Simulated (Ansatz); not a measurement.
# CsSrF3 (Pm-3m): a soft mode frozen in, part 2 of 3

Which phase does CsSrF3 (Pm-3m) fall into along its unstable mode, and how much energy does it gain?

Ansatz 0.2.0; DFT PBEsol, scalar-relativistic, plane waves, PAW; PAW set soft_1.

So far, highest frequency on the path or at a solved wavevector (cm⁻¹): step 2 (the dispersion) 440. Also lowest frequency on the path (cm⁻¹): step 2 -66.4.

## 6. Relaxing from the distorted cell

Starting from the lowest point found, all atoms and the cell are let go, so that strain and other modes of the same symmetry can join in.

Contents of input.yaml:

```yaml
crystal:
  lattice:
    - [4.7371927409, 4.7371927409, 0.0]
    - [4.7371927409, 0.0, 4.7371927409]
    - [4.7371927409, 0.0, -4.7371927409]
  atoms:
    - { symbol: Cs, position: [0.0, 0.5, 0.5] }
    - { symbol: Cs, position: [0.0, 0.0, 0.0] }
    - { symbol: Sr, position: [0.5, 0.25, 0.75] }
    - { symbol: Sr, position: [0.5, 0.75, 0.25] }
    - { symbol: F, position: [0.5, -0.033585086, 0.533585086] }
    - { symbol: F, position: [0.5, 0.533585086, -0.033585086] }
    - { symbol: F, position: [0.0, -0.033585086, 0.533585086] }
    - { symbol: F, position: [0.0, 0.533585086, -0.033585086] }
    - { symbol: F, position: [0.5671701721, 0.4328298279, 0.4328298279] }
    - { symbol: F, position: [0.4328298279, 0.0671701721, 0.0671701721] }
kpoints:
  mp_grid: { grid: [6, 6, 6] }
hamiltonian:
  xc: pbesol
  pseudopotentials: { kind: paw, azcp: { folder: soft_1 }, xc_functional: pbe }
scf:
  occupations: { method: fixed }
output:
  forces: true
  stress: true
  eigenvalues: true
relax:
  adjacent_minimum: "off"
  f_tol: 0.002
  max_steps: 120
  cell: { stress_tol: 0.03 }
```

The run is started by

```bash
$ ansatz run input.yaml --threads 4 --pin off --max-ram 10240MiB --backend cpu --events-out ev --progress --plain --runs-dir out
```

Numbers of over 12 decimals in the logs are rounded to 6 here.

The log of the run:

```text
[...]
Crystal: 10 atoms, lattice volume = 212.615 Å³
Basis set: ecut = 420 eV, 4111 PW (Γ), exchange–correlation on 90×90×90 points (8 copies of the dense FFT grid, shifted against one another)
Bands: 50, of which v1, the nominal top of the filled ones, is band 40 counted from 1 (39 counted from 0)
Symmetry: 8 space group operations
[...]
k-points: 46 of 216
[...]
SCF iter   1: F=—  HF=-22988.795189 eV  |F-HF|=—  |Δ(HF+E_count)|=         —  Δρ=1.67e-1  dr2=5.04e1  ethr=3.10e-3  ⟨swp⟩=8.6  Hψ=12374  notcnv=0  defer=299
[...]
SCF iter  10: F=-22976.424493 eV  HF=-22976.424493 eV  |F-HF|=3.29e-9  |Δ(HF+E_count)|=   1.51e-7  Δρ=3.09e-6  dr2=1.92e-8  ethr=1.25e-10  ⟨swp⟩=17.5  Hψ=16424  notcnv=0
SCF 1 converged in 10 iterations: F = -22976.424493 eV  dr2 = 1.92e-8
[...]
relax step   1: F+E_penalty+E_count = -22976.42449260 eV  Δ(F+E_penalty+E_count) = +0.000e0 eV  max|allowed force component| = 6.873e-2 eV/Å  Δτ_max = 0.0000 Å  P = -0.505 GPa  Ω = 212.615 Å³  (10 SCF iters, dr2 threshold 1.00e-7 eV, accepted)
Crystal: 10 atoms, lattice volume = 209.348 Å³
Basis set: ecut = 420 eV, 4047 PW (Γ), exchange–correlation on 90×90×90 points (8 copies of the dense FFT grid, shifted against one another)
[...]
iter 1 solved again at ethr=4.16e-5 eV; its pass at ethr=3.10e-3 eV (dr2=3.32e-2 eV) is discarded
[...]
SCF iter   6: F=-22976.438461 eV  HF=-22976.438461 eV  |F-HF|=6.63e-8  |Δ(HF+E_count)|=   3.67e-6  Δρ=2.02e-5  dr2=5.77e-7  ethr=1.25e-9  ⟨swp⟩=14.9  Hψ=15112  notcnv=0
SCF 2 converged in 6 iterations: F = -22976.438461 eV  dr2 = 5.77e-7
relax step   2: F+E_penalty+E_count = -22976.43846051 eV  Δ(F+E_penalty+E_count) = -1.397e-2 eV  max|allowed force component| = 3.950e-2 eV/Å  Δτ_max = 0.0658 Å  P = +0.202 GPa  Ω = 209.348 Å³  energy of the carried Pulay correction = +4.205e-3 eV  (6 SCF iters, dr2 threshold 1.00e-6 eV, accepted)
Crystal: 10 atoms, lattice volume = 209.740 Å³
Basis set: ecut = 420 eV, 4067 PW (Γ), exchange–correlation on 90×90×90 points (8 copies of the dense FFT grid, shifted against one another)
[...]
SCF iter   7: F=-22976.440706 eV  HF=-22976.440706 eV  |F-HF|=1.83e-8  |Δ(HF+E_count)|=   7.72e-8  Δρ=4.68e-6  dr2=2.73e-8  ethr=1.67e-10  ⟨swp⟩=14.7  Hψ=14405  notcnv=0
SCF 3 converged in 7 iterations: F = -22976.440706 eV  dr2 = 2.73e-8
relax step   3: F+E_penalty+E_count = -22976.44070628 eV  Δ(F+E_penalty+E_count) = -2.246e-3 eV  max|allowed force component| = 1.421e-2 eV/Å  Δτ_max = 0.0304 Å  P = +0.098 GPa  Ω = 209.740 Å³  energy of the carried Pulay correction = +3.696e-3 eV  (7 SCF iters, dr2 threshold 1.34e-7 eV, accepted)
[...]
relax step   4: F+E_penalty+E_count = -22976.44062564 eV  Δ(F+E_penalty+E_count) = +8.064e-5 eV  max|allowed force component| = 1.510e-3 eV/Å  Δτ_max = 0.0083 Å  P = -0.005 GPa  Ω = 210.209 Å³  energy of the carried Pulay correction = +3.090e-3 eV  (6 SCF iters, dr2 threshold 2.98e-8 eV, accepted)
[...]
relax step   5: F+E_penalty+E_count = -22976.43794031 eV  Δ(F+E_penalty+E_count) = +2.685e-3 eV  max|allowed force component| = 1.458e-3 eV/Å  Δτ_max = 0.0000 Å  P = -0.036 GPa  Ω = 210.209 Å³  stress off target by 5.70e-2 GPa  SCF on the basis re-selected at this cell (its energy is not comparable with the rows above)  (6 SCF iters)
[...]
relax step   6: F+E_penalty+E_count = -22976.43825147 eV  Δ(F+E_penalty+E_count) = -3.112e-4 eV  max|allowed force component| = 9.603e-4 eV/Å  Δτ_max = 0.0046 Å  P = -0.002 GPa  Ω = 210.003 Å³  energy of the carried Pulay correction = +2.636e-4 eV  (6 SCF iters, dr2 threshold 8.13e-9 eV, accepted)
[...]
SCF iter   1: F=—  HF=-22976.438088 eV  |F-HF|=—  |Δ(HF+E_count)|=         —  Δρ=5.16e-6  dr2=7.77e-9  ethr=3.01e-7  ⟨swp⟩=4.3  Hψ=17413  notcnv=0  defer=356
eigensolver tolerance schedule: the retry pair's looser diagonalisation over-reported the residual by 30968.03 of it (diagonalisation noise at an unbounded share of the residual, at the tolerance the schedule requests for it); recorded, not acted on — ethr = c·dr2/N_el stays at c = 1.0e-1
[...]
SCF iter   2: F=—  HF=-22976.438035 eV  |F-HF|=—  |Δ(HF+E_count)|=   5.27e-5  Δρ=2.83e-6  dr2=2.46e-9  ethr=9.72e-12  ⟨swp⟩=3.9  Hψ=6255  notcnv=0  defer=343
[...]
SCF iter   5: F=-22976.438035 eV  HF=-22976.438035 eV  |F-HF|=0.00e0  |Δ(HF+E_count)|=  3.64e-11  Δρ=7.95e-8  dr2=7.96e-12  ethr=1.00e-12  ⟨swp⟩=19.0  Hψ=16303  notcnv=0
SCF 7 converged in 5 iterations: F = -22976.438035 eV  dr2 = 7.96e-12
relax step   7: F+E_penalty+E_count = -22976.43803501 eV  Δ(F+E_penalty+E_count) = +2.165e-4 eV  max|allowed force component| = 9.678e-4 eV/Å  Δτ_max = 0.0000 Å  P = -0.004 GPa  Ω = 210.003 Å³  stress off target by 1.37e-2 GPa  SCF on the basis re-selected at this cell (its energy is not comparable with the rows above)  (5 SCF iters)
[...]
SCF converged after 5 iterations
Free energy (F): -22976.438035 eV
[...]
Internal energy: -22976.438035 eV  (E = F + TS)
E sigma→0 (E₀):  -22976.438035 eV
Fermi energy:    2.258806 eV
[...]
--- Forces (eV/Å), atoms counted from 1 ---
  atom   1  Cs    -0.00056363     0.00056363     0.00000000
  atom   2  Cs     0.00056363    -0.00056363    -0.00000000
  atom   3  Sr     0.00000000     0.00000000    -0.00000000
  atom   4  Sr    -0.00000000     0.00000000    -0.00000000
  atom   5  F     -0.00000000     0.00000000     0.00096779
  atom   6  F      0.00000000     0.00000000    -0.00096779
  atom   7  F     -0.00000000     0.00000000     0.00096779
  atom   8  F      0.00000000     0.00000000    -0.00096779
  atom   9  F      0.00042288    -0.00042288    -0.00000000
  atom  10  F     -0.00042288     0.00042288     0.00000000
  max |Σ_I F_I| component: 1.08e-19 eV/Å
--- Stress (GPa, compression-positive) ---
        0.001054      -0.010041      -0.000000
       -0.010041       0.001054       0.000000
       -0.000000       0.000000      -0.013695
  P = ⅓ Tr σ = -0.0039 GPa (-0.039 kbar)
--- Band table (eV; the first three rows and the last of 46) ---
  k-point 0: bands = [... 36 lower, 2.1559, 2.2044, 2.2171, 2.2204, 8.6741, 10.1267, 10.3648, 10.8580, ... 6 higher]
  k-point 1: bands = [... 36 lower, 2.1433, 2.1471, 2.1913, 2.2203, 8.9611, 10.2984, 10.5383, 10.9069, ... 6 higher]
  k-point 2: bands = [... 36 lower, 2.0871, 2.1102, 2.1752, 2.2244, 9.6701, 10.7241, 10.9436, 10.9753, ... 6 higher]
  k-point 45: bands = [... 36 lower, 2.1228, 2.1743, 2.2018, 2.2337, 10.6010, 10.7489, 10.9890, 11.2158, ... 6 higher]
--- Relaxed structure (5 steps of the walk, 5 accepted, 2 SCFs on fresh bases) ---
  F+E_penalty+E_count = -22976.43803501 eV   max|allowed force component| = 9.678e-4 eV/Å   (the final SCF, on the basis selected at the relaxed cell)
  cell:  # Å, volume = 210.0035 Å³
    - [4.706209, 4.706209, 0.0]
    - [4.726633, -0.020424, 4.700033]
    - [4.726633, -0.020424, -4.700033]
  atoms:
    - { symbol: Cs, position: [-0.00652164, 0.506522, 0.506522] }
    - { symbol: Cs, position: [0.00652164, -0.00652164, -0.00652164] }
    - { symbol: Sr, position: [0.5, 0.250000, 0.750000] }
    - { symbol: Sr, position: [0.5, 0.750000, 0.250000] }
    - { symbol: F, position: [0.500000, -0.035255, 0.535255] }
    - { symbol: F, position: [0.500000, 0.535255, -0.035255] }
    - { symbol: F, position: [4.336808689942018e-19, -0.035255, 0.535255] }
    - { symbol: F, position: [4.336808689942018e-19, 0.535255, -0.035255] }
    - { symbol: F, position: [0.563696, 0.436304, 0.436304] }
    - { symbol: F, position: [0.436304, 0.063696, 0.063696] }
```

Elapsed: 65 s, on 4 threads of Arm Neoverse V1, shared host; peak memory 0.87 GiB; 4.3 min of CPU time.

Step by step:

```
step  energy less that of the first step (eV)  largest force component (eV/Å)  pressure (GPa)  volume (Å³)
   1                                   0.0000                          0.0687           -0.51       212.61
   2                                  -0.0140                          0.0395            0.20       209.35
   3                                  -0.0162                          0.0142            0.10       209.74
   4                                  -0.0161                          0.0015           -0.01       210.21
  5*                                  -0.0134                          0.0015           -0.04       210.21
   6                                  -0.0138                          0.0010            0.00       210.00
  7*                                  -0.0135                          0.0010            0.00       210.00
```

Relaxation steps marked * repeat the geometry before them on a plane-wave basis chosen anew for their cell, so energy and pressure can jump there.

The run keeps the 8 symmetry operations that it works with, so distortions that break them were not tested.

```
conventional cell, symmetrised  before  after  change
                         a (Å)   6.699  6.656  -0.7 %
                         b (Å)   9.474  9.400  -0.8 %
                         c (Å)   6.699  6.713  +0.2 %
              volume (Å³/atom)   21.26  21.00  -1.2 %
```

The atoms that moved most (Å, as changes of fractional coordinates times the final cell):

```
atom      dx      dy      dz  length
 Cs2  -0.031   0.031   0.000   0.044
 Cs1   0.031  -0.031   0.000   0.044
  F9   0.016  -0.016   0.000   0.023
 F10  -0.016   0.016   0.000   0.023
  F6   0.000   0.000   0.016   0.016
  F7   0.000   0.000  -0.016   0.016
  F8   0.000   0.000   0.016   0.016
  F5   0.000   0.000  -0.016   0.016
```

Numbers from this step:

- pressure: -0.003862 GPa
- gap on the k-mesh: 6.415 eV
- volume per atom: 21.00 Å³

The distorted start has space group Imma; the relaxation ends in Imma.

## 7. The new phase in its own primitive cell

The relaxed structure is symmetrised, reduced to its primitive cell and relaxed tightly, as its phonons need.

input.yaml, the sections that differ from step 6:

```yaml
crystal:
  lattice:
    - [-3.3277923092, 4.7000325993, 3.3566757011]
    - [3.3277923092, -4.7000325993, 3.3566757011]
    - [3.3277923092, 4.7000325993, -3.3566757011]
  atoms:
    - { symbol: Cs, position: [0.2565216374, 0.0065216374, 0.25] }
    - { symbol: Cs, position: [0.7434783626, 0.9934783626, 0.75] }
    - { symbol: Sr, position: [0.0, 0.5, 0.5] }
    - { symbol: Sr, position: [0.5, 0.5, 0.0] }
    - { symbol: F, position: [0.7147448141, 0.0, 0.2147448141] }
    - { symbol: F, position: [0.2852551859, 0.0, 0.7852551859] }
    - { symbol: F, position: [0.7147448141, 0.5, 0.7147448141] }
    - { symbol: F, position: [0.2852551859, 0.5, 0.2852551859] }
    - { symbol: F, position: [0.1863042162, 0.4363042162, 0.75] }
    - { symbol: F, position: [0.8136957838, 0.5636957838, 0.25] }
relax:
  adjacent_minimum: "off"
  f_tol: 0.001
  max_steps: 60
  cell: { stress_tol: 0.01 }
# kpoints, hamiltonian, scf, output: as in step 6
```

The log of the run:

```text
[...]
Crystal: 10 atoms, lattice volume = 210.003 Å³
Basis set: ecut = 420 eV, 4075 PW (Γ), exchange–correlation on 90×90×90 points (8 copies of the dense FFT grid, shifted against one another)
Bands: 50, of which v1, the nominal top of the filled ones, is band 40 counted from 1 (39 counted from 0)
Symmetry: 8 space group operations
[...]
k-points: 46 of 216
[...]
- { symbol: Sr, position: [0, 0.5, 0.5] }
    - { symbol: Sr, position: [0.500000, 0.500000, 0.0] }
    - { symbol: F, position: [0.714811, 0.0, 0.214811] }
    - { symbol: F, position: [0.285189, 2.7755575615628914e-17, 0.785189] }
    - { symbol: F, position: [0.714811, 0.500000, 0.714811] }
    - { symbol: F, position: [0.285189, 0.500000, 0.285189] }
    - { symbol: F, position: [0.186329, 0.436329, 0.75] }
    - { symbol: F, position: [0.813671, 0.563671, 0.25] }
[key lines of the parts left out:]
SCF converged after 6 iterations
Free energy (F): -22976.438023 eV
Fermi energy:    2.259453 eV
P = ⅓ Tr σ = -0.0004 GPa (-0.004 kbar)
```

Wall time 28 s (4 threads); peak memory 0.86 GiB; 1.9 min of CPU time.

Little changed from the start: no atom moved by 0.005 Å and no cell edge by 0.1 %.

This step gave:

* pressure: -4.20e-4 GPa
* gap on the k-mesh: 6.416 eV
* direct gap on mesh: 6.454 eV

The largest force component left is 0.52 meV/Å and the pressure is 0.000 GPa, within the tolerances set. The cell now holds 21.00 Å³/atom.

[end of part 2 of 3]

[Logs are printed without paths, hosts, clocks, repeated set-up lines and the standing remarks that a program may print on its own settings, such as how far it seeks lower states.]

[Hosts, paths, dates, database ids (printed as entryN), source tags and the programs' standing remarks are cut or masked in the printed files.]
